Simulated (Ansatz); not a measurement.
# Lattice dynamics of HfC (Fm-3m), part 2 of 3

Aim: the vibrations of HfC (Fm-3m), their spectra, and whether the structure is stable.

Ansatz 0.2.0; DFT PBEsol, scalar-relativistic, plane waves, PAW; PAW set soft_1.

So far. Step 3 (Tight relaxation): The forces vanish by symmetry and the pressure is 0.000 GPa, within the tolerances set. The cell now holds 12.22 Å³/atom. The relaxed cell has a = 4.607 Å (conventional setting).

The database entry behind the starting cell differs from later determinations by our own check (about 0.2 % long), so it need not match the best structure at ambient conditions.

### Step 4. Zone-centre response

The zone centre comes first: it holds the modes that light can see, as far as symmetry allows. No field response is asked, since the mesh shows no gap.

Input file input.yaml:

```yaml
crystal:
  lattice:
    - [0.0, 2.3035800805, 2.3035800805]
    - [2.3035800805, 0.0, 2.3035800805]
    - [2.3035800805, 2.3035800805, 0.0]
  atoms:
    - { symbol: Hf, position: [0.5, 0.5, 0.5] }
    - { symbol: C, position: [0.0, 0.0, 0.0] }
kpoints:
  mp_grid: { grid: [16, 16, 16] }
hamiltonian:
  xc: pbesol
  pseudopotentials: { kind: paw, azcp: { folder: soft_1 }, xc_functional: pbe }
scf:
  occupations: { method: methfessel_paxton, width: 0.2 }
output:
  eigenvalues: true
phonons:
  method: dfpt
```

Run with:

```bash
> ansatz run input.yaml --threads 4 --pin off --max-ram 10240MiB --backend cpu --events-out ev --progress --plain --runs-dir out
```

Numbers of over 12 decimals in the logs are rounded to 6 here.

The log of the run:

```text
[...]
Crystal: 2 atoms, lattice volume = 24.448 Å³
Basis set: ecut = 420 eV, 531 PW (Γ), exchange–correlation on 48×48×48 points (8 copies of the dense FFT grid, shifted against one another)
Bands: 19, of which v1, the nominal top of the filled ones, is band 15 counted from 1 (14 counted from 0)
Symmetry: 48 space group operations
k-points: 349 of 4096 (irreducible under 8 space group operations, time reversal used)
[...]
SCF iter   1: F=—  HF=-15848.059575 eV  |F-HF|=—  |Δ(HF+E_count)|=         —  Δρ=8.68e-2  dr2=2.49e0  ethr=3.10e-3  ⟨swp⟩=4.8  Hψ=28556  notcnv=0
[...]
SCF iter  11: F=-15847.482024 eV  HF=-15847.482024 eV  |F-HF|=3.64e-12  |Δ(HF+E_count)|=  3.64e-12  S|Δr|=    0.00e0  Δρ=5.04e-8  dr2=3.45e-13  ethr=1.00e-12  ⟨swp⟩=7.8  Hψ=39181  notcnv=0
SCF 1 converged in 11 iterations: F = -15847.482024 eV  dr2 = 3.45e-13
[...]
DFPT response loops at Γ: preconditioner auto → Kerker (q_TF=auto, 2.823 Å⁻¹) (partly filled bands, converged f_vac=0.000); β = 1.00, the filter's whole step (`scf.mixing.beta` (0.50) is not read by the response loops under this deck's `scf.mixing.preconditioner`; to damp them name `kerker` or `kerker_dos`, under which they read `scf.mixing.beta`, and type it under 1.00, their step now; both keys bind the ground state too); Broyden in place of MSR1
SCF converged after 11 iterations
[...]
Free energy (F): -15847.482024 eV
[...]
Internal energy: -15847.481152 eV  (E = F + TS)
E sigma→0 (E₀):  -15847.481806 eV
Entropy (-TS):   -0.000872 eV (-0.436 meV/atom)
Fermi energy:    18.986592 eV
[...]
--- Band table (eV; the first three rows and the last of 349) ---
  k-point 0: bands = [... 11 lower, 8.1600, 20.0866, 20.0866, 20.0866, 20.3109, 20.3109, 20.3109, 22.4061]
  k-point 1: bands = [... 11 lower, 8.1601, 19.2644, 19.5206, 19.5206, 20.5588, 20.5588, 20.8876, 22.9341]
  k-point 2: bands = [... 11 lower, 8.1604, 18.1863, 18.6822, 18.6822, 20.9026, 20.9026, 21.3310, 24.0446]
  k-point 348: bands = [... 11 lower, 9.3795, 15.9305, 16.2262, 16.2262, 22.7171, 22.7171, 25.9108, 26.2530]
--- Phonons (Γ-DFPT): 2 representative perturbations + reference, on 349 of 4096 k-points (Σ response iterations 7) ---
  k mesh reduced under 8 symmetry operations, with k and −k counted as one. Each operation leaves every solved perturbation unchanged. A smaller set is not used because it would not reduce the number of displacements times k-points to solve
  ASR residual: 1.771e-5 → 0.000e0 eV/Å²; symmetrization residual: 6.003e-7 eV/Å²
  ASR residual per site (eV/Å²): 1.77e-5 1.25e-5
  Γ frequencies (cm⁻¹): 0.00 0.00 0.00 452.57 452.57 452.57
  non-analytic LO–TO correction: not included (Born effective charges unavailable; polar crystals: no LO–TO splitting at Γ)
```

Elapsed: 12 s, on 4 threads of Arm Neoverse V2, shared host; peak memory 0.78 GiB.

The column dr2 measures how far the density is from self-consistency, as an energy; F and HF (Harris–Foulkes) agree once it is small.

This step gave:

```
sum-rule residual before enforcement                    : 1.77e-5 eV/Å²
point group                                             : m-3m
highest optical mode at the zone centre (no LO-TO term) : 452.6 cm⁻¹
lowest optical zone-centre mode                         : 452.6 cm⁻¹
```

Patterns of degenerate modes are one choice out of their space. Modes at Γ, with each element's share of the kinetic energy:

```
mode  frequency (cm⁻¹)  symmetry  Hf %  C %
   1               0.0  acoustic    94    6
   2               0.0  acoustic    94    6
   3               0.0  acoustic    94    6
   4             452.6       T1u     6   94
   5             452.6       T1u     6   94
   6             452.6       T1u     6   94
```

Displacements in mode 5 (452.6 cm⁻¹), the largest set to 1:
```
Hf1  0.00 -0.07 -0.03
C2   0.00  1.00  0.43
```

Before it was imposed, the acoustic sum rule was missed by 1.8e-5 eV/Å². Small misses are needed for a sound result but don't prove that mesh and cutoff are converged. The lowest optical mode is real, 453 cm⁻¹.

### Step 5. Phonons on a q mesh

Stability and thermal properties need the whole zone. Linear response on a 4×4×4 q mesh gives force constants as far as a supercell of that size would.

input.yaml: that of step 4 with these lines changed.

```diff
@@ -19 +19,8 @@
   method: dfpt
+  qmesh: [4, 4, 4]
+  temperatures: { t_max: 1000, t_step: 50 }
+  qpath:
+    path:
+      - [[0.0, 0.0, 0.0], [0.5, 0.0, 0.5], [0.625, 0.25, 0.625]]
+      - [[0.375, 0.375, 0.75], [0.0, 0.0, 0.0], [0.5, 0.5, 0.5], [0.5, 0.25, 0.75], [0.5, 0.0, 0.5]]
+    npoints: 10
```

The log of the run:

```text
[...]
Crystal: 2 atoms, lattice volume = 24.448 Å³
Basis set: ecut = 420 eV, 531 PW (Γ), exchange–correlation on 48×48×48 points (8 copies of the dense FFT grid, shifted against one another)
Bands: 19, of which v1, the nominal top of the filled ones, is band 15 counted from 1 (14 counted from 0)
Symmetry: 48 space group operations
k-points: 145 of 4096
[...]
SCF iter   1: F=—  HF=-15848.059602 eV  |F-HF|=—  |Δ(HF+E_count)|=         —  Δρ=8.68e-2  dr2=2.49e0  ethr=3.10e-3  ⟨swp⟩=4.8  Hψ=11932  notcnv=0
[...]
SCF iter  11: F=-15847.482024 eV  HF=-15847.482024 eV  |F-HF|=5.46e-12  |Δ(HF+E_count)|=  1.82e-12  S|Δr|=    0.00e0  Δρ=4.75e-8  dr2=3.30e-13  ethr=1.00e-12  ⟨swp⟩=7.9  Hψ=16355  notcnv=0
SCF 1 converged in 11 iterations: F = -15847.482024 eV  dr2 = 3.30e-13
[...]
SCF iter   1: F=—  HF=-15847.482024 eV  |F-HF|=—  |Δ(HF+E_count)|=         —  Δρ=8.16e-8  dr2=7.06e-13  ethr=1.30e-9  ⟨swp⟩=5.8  Hψ=25705  notcnv=0
eigensolver tolerance schedule: the retry pair's looser diagonalisation over-reported the residual by 551750.05 of it (diagonalisation noise at 0.30 of the residual, at the tolerance the schedule requests for it); recorded, not acted on — ethr = c·dr2/N_el stays at c = 1.0e-1
[...]
SCF iter   2: F=-15847.482024 eV  HF=-15847.482024 eV  |F-HF|=0.00e0  |Δ(HF+E_count)|=   1.15e-7  S|Δr|=    0.00e0  Δρ=6.96e-8  dr2=4.44e-13  ethr=1.00e-12  ⟨swp⟩=9.1  Hψ=15995  notcnv=0
SCF 2 converged in 2 iterations: F = -15847.482024 eV  dr2 = 4.44e-13
phonons: the bands overlap, so this run is a metal and interpolates without the dipole-dipole term. If the crystal is really an insulator or semiconductor, its LO-TO splitting is missing
NSCF: frozen V_eff on 145 k-points
[...]
DFPT response loops at q = (0, 0, 0) (fractional): preconditioner auto → Kerker (q_TF=auto, 2.823 Å⁻¹) (partly filled bands, converged f_vac=0.000); β = 1.00, the filter's whole step (`scf.mixing.beta` (0.50) is not read by the response loops under this deck's `scf.mixing.preconditioner`; to damp them name `kerker` or `kerker_dos`, under which they read `scf.mixing.beta`, and type it under 1.00, their step now; both keys bind the ground state too); Broyden in place of MSR1
[...]
SCF converged after 11 iterations
[...]
Free energy (F): -15847.482024 eV
[...]
Internal energy: -15847.481152 eV  (E = F + TS)
E sigma→0 (E₀):  -15847.481806 eV
Entropy (-TS):   -0.000872 eV (-0.436 meV/atom)
Fermi energy:    18.986592 eV
[...]
--- Band table (eV; the first three rows and the last of 145) ---
  k-point 0: bands = [... 11 lower, 8.1600, 20.0866, 20.0866, 20.0866, 20.3109, 20.3109, 20.3109, 22.4061]
  k-point 1: bands = [... 11 lower, 8.1601, 19.2644, 19.5206, 19.5206, 20.5588, 20.5588, 20.8876, 22.9341]
  k-point 2: bands = [... 11 lower, 8.1604, 18.1863, 18.6822, 18.6822, 20.9026, 20.9026, 21.3310, 24.0446]
  k-point 144: bands = [... 11 lower, 9.3795, 15.9305, 16.2262, 16.2262, 22.7171, 22.7171, 25.9108, 26.2530]
--- Phonons (Γ-DFPT): 2 representative perturbations + reference (Σ response iterations 6) ---
  ASR residual: 2.280e-5 → 0.000e0 eV/Å²; symmetrization residual: 7.306e-7 eV/Å²
  ASR residual per site (eV/Å²): 2.28e-5 1.21e-5
  Γ frequencies (cm⁻¹): 0.00 0.00 0.00 452.57 452.57 452.57
--- Phonons (arbitrary-q DFPT): 8 irreducible q on the 4×4×4 mesh ---
  q = [0.0000, 0.0000, 0.0000] (star 1, of the zone-centre solve; hermiticity 1.72e-7, symmetrization 2.28e-12): -0.00 0.00 0.00 452.57 452.57 452.57
  q = [0.0000, 0.0000, 0.2500] (star 8, 2 solved perturbations on 2176 of 4096 k-point pairs; hermiticity 6.19e-8, symmetrization 5.46e-13): 104.01 104.01 167.80 504.43 504.43 620.18
[...]
q = [0.0000, 0.2500, 0.2500] (star 6, 4 solved perturbations in 3616 linear systems a pass and spin channel, the states on 1160 of 4096 k-point pairs; hermiticity 1.02e-7, symmetrization 3.63e-13): 112.76 112.76 164.60 478.42 478.42 625.02
[...]
sum rule: each row above includes the acoustic sum rule's correction from the zone centre's row sums; it moved no ω² by more than (0.52 cm⁻¹)²
  mesh force constants: q→R imaginary residual 6.32e-19; ASR residual 2.280e-5 → 0.000e0 eV/Å²; symmetrization residual 1.066e-14 eV/Å²
  interpolated dispersion: 62 rows × 6 modes
  density of states and harmonic sums: on the 24×24×24 q-mesh, interpolated from the force constants of a 4×4×4 supercell (no non-analytic term)
  largest difference from the sums on the solved wave vectors: F 1.07e-2 eV, S 1.48e-5 and C_V 4.02e-6 eV/K
  zero-point energy: 0.136024 eV/cell   skipped modes (ω ≤ 0): 3   left out of the sums: 3.62e-5 of the cell's modes: C_V's classical limit lies that fraction below 3 k_B per atom; for a crystal, a wire or a layer, F and S can be off by more, and a phonons.interpolated_qmesh denser along its periods is the remedy for the sampling
```

It took 6.4 min on 4 threads; peak memory 4.9 GiB; 25 min of CPU time.

This step gave:

```
sum-rule residual before enforcement                       : 2.28e-5 eV/Å²
lowest frequency on the path                               : 0 cm⁻¹
highest frequency on the path or at a solved wavevector    : 696.6 cm⁻¹
mean frequency                                             : 365.7 cm⁻¹
Debye temperature (second moment)                          : 784 K
logarithmic mean frequency                                 : 297.3 cm⁻¹
lowest mode on the q mesh (acoustic modes at Γ apart)      : 104.0 cm⁻¹
zero-point energy per atom                                 : 68.01 meV
heat capacity at 300 K                                     : 18.77 J/(mol atoms K)
vibrational entropy at 300 K                               : 19.71 J/(mol atoms K)
edges of the widest gap between branches, on path and mesh : 242.6, 452.6 cm⁻¹
```

Frequencies (cm⁻¹) solved at each irreducible wavevector; negative means imaginary. Frequencies by wavevector, by row:

```
q in reciprocal lattice units  star  mode 1  mode 2  mode 3  mode 4  mode 5  mode 6
                        0 0 0     1       0       0       0   452.6   452.6   452.6
                     0 0 0.25     8     104     104   167.8   504.4   504.4   620.2
                     0 0 -0.5     4   137.5   137.5   242.6   559.5   559.5   696.6
                  0 0.25 0.25     6   112.8   112.8   164.6   478.4   478.4     625
                  0 0.25 -0.5    24   147.5   164.6   208.9   532.1   580.4   634.7
                 0 0.25 -0.25    12   135.5   150.6   209.1   541.8   567.8   664.2
                  0 -0.5 -0.5     3   154.3   154.3   197.5   503.7   503.7   582.9
              0.25 -0.5 -0.25     6   179.8   179.8   183.6   562.3   562.3   627.5
```

Interpolated from a 4×4×4 q mesh. Phonon branches along the path, in cm⁻¹:

```
    point  branch 1  branch 2  branch 3  branch 4  branch 5  branch 6
        Γ         0         0         0       453       453       453
  halfway       113       113       165       478       478       625
        X       154       154       198       504       504       583
  halfway       155       168       195       514       545       582
        U       154       188       194       539       576       619
jump to K       154       188       194       539       576       619
  halfway       117       123       183       510       540       637
        Γ         0         0         0       453       453       453
  halfway       104       104       168       504       504       620
        L       138       138       243       560       560       697
  halfway       150       162       222       560       572       665
        W       180       180       184       562       562       628
  halfway       164       170       193       528       570       579
        X       154       154       198       504       504       583
```

The phonon branches as a text plot (rows in cm⁻¹):

```
    682 |                                     ********
    653 |                  *****             *        ***
    624 |      ***        *     *           *            ***
    595 |    **   ****** *       *                          *****
    566 |   *           ********  **       *    **************
    537 |              ****  ****         *   **            ***
    508 |  *      ******        **  *    *  **                ***
    479 | * ******               *****    **
    450 |***                        ******
    421 |
    392 |
    363 |
    334 |
    305 |
    276 |
    247 |                                       *****
    218 |                  ****               **     ****
    189 |       ************   **            *           ********
    160 |      *  *************  *          *       ******  *****
    131 |   *** **           **** **       *  *******
    102 |    ***                 *  *     ****
     73 |  **                     ***    **
     44 | **                         *  **
     15 |*                            ***
         Γ           X  U|K            Γ         L        W     X
```

Tetrahedra on a 24×24×24 mesh, mean over bins of 10 cm-1. Interpolated from a 4×4×4 q mesh. The phonon density of states by wavenumber; read off at these points:

wavenumber (cm⁻¹), phonon density of states (1/cm⁻¹/cell) and a bar:
```
        5     0.0000 
       25     0.0002 
       45     0.0006 
       65     0.0016 #
       75     0.0024 ##
       95     0.0055 ####
      115     0.0117 ########
      135     0.0291 #####################
      155     0.0426 ##############################
      175     0.0202 ##############
      195     0.0270 ###################
      215     0.0165 ############
      225     0.0088 ######
      245     0.0003 
      265     0.0000 
      285     0.0000 
      305     0.0000 
      325     0.0000 
      345     0.0000 
      355     0.0000 
      375     0.0000 
      395     0.0000 
      415     0.0000 
      435     0.0000 
      455     0.0011 #
      475     0.0053 ####
      485     0.0072 #####
      505     0.0133 #########
      525     0.0164 ############
      545     0.0214 ###############
      565     0.0300 #####################
      575     0.0327 #######################
      585     0.0055 ####
      605     0.0054 ####
      625     0.0106 #######
      635     0.0139 ##########
      655     0.0122 #########
      675     0.0072 #####
      695     0.0013 #
```

The partial phonon density of states has structure finer than the step of the table below, so its rows give means over 25 cm⁻¹, whole bins alone (the curve runs from -10 to 727 cm⁻¹). Peaks (cm⁻¹: height): C 569.5: 0.0333, 634.4: 0.0135; Hf 152.3: 0.0417, 198.6: 0.0243.

Phonopy on the run's constants, 21x21x21 mesh, Gaussian sigma 5.3 cm-1. Interpolated from a 4×4×4 q mesh. Partial phonon density of states against wavenumber; means over each step; values in 1/cm⁻¹/cell:

```
wavenumber (cm⁻¹)        C       Hf
               25   8.5e-6   1.8e-4
               50   4.4e-5   8.3e-4
               75   9.9e-5  0.00249
              100   1.7e-4  0.00686
              125   2.0e-4   0.0191
              150   1.4e-4   0.0377
              175   7.3e-5   0.0207
              200   5.0e-5   0.0208
              225   1.6e-5  0.00973
              250        0   8.1e-4
              275        0        0
              300        0        0
              325        0        0
              350        0        0
              375        0        0
              400        0        0
              425   5.0e-7        0
              450   8.6e-4   4.5e-5
              475  0.00524   1.7e-4
              500   0.0112   1.6e-4
              525   0.0163   1.2e-4
              550   0.0246   9.4e-5
              575   0.0242   6.3e-5
              600  0.00536   2.7e-5
              625   0.0103   5.1e-5
              650   0.0122   4.6e-5
              675  0.00770   1.9e-5
              700  0.00115   1.9e-6
```

[end of part 2 of 3]

[Logs are printed without paths, hosts, clocks, repeated set-up lines and the standing remarks that a program may print on its own settings, such as how far it seeks lower states.]

[Hosts, paths, dates, database ids (printed as entryN), source tags and the programs' standing remarks are cut or masked in the printed files.]
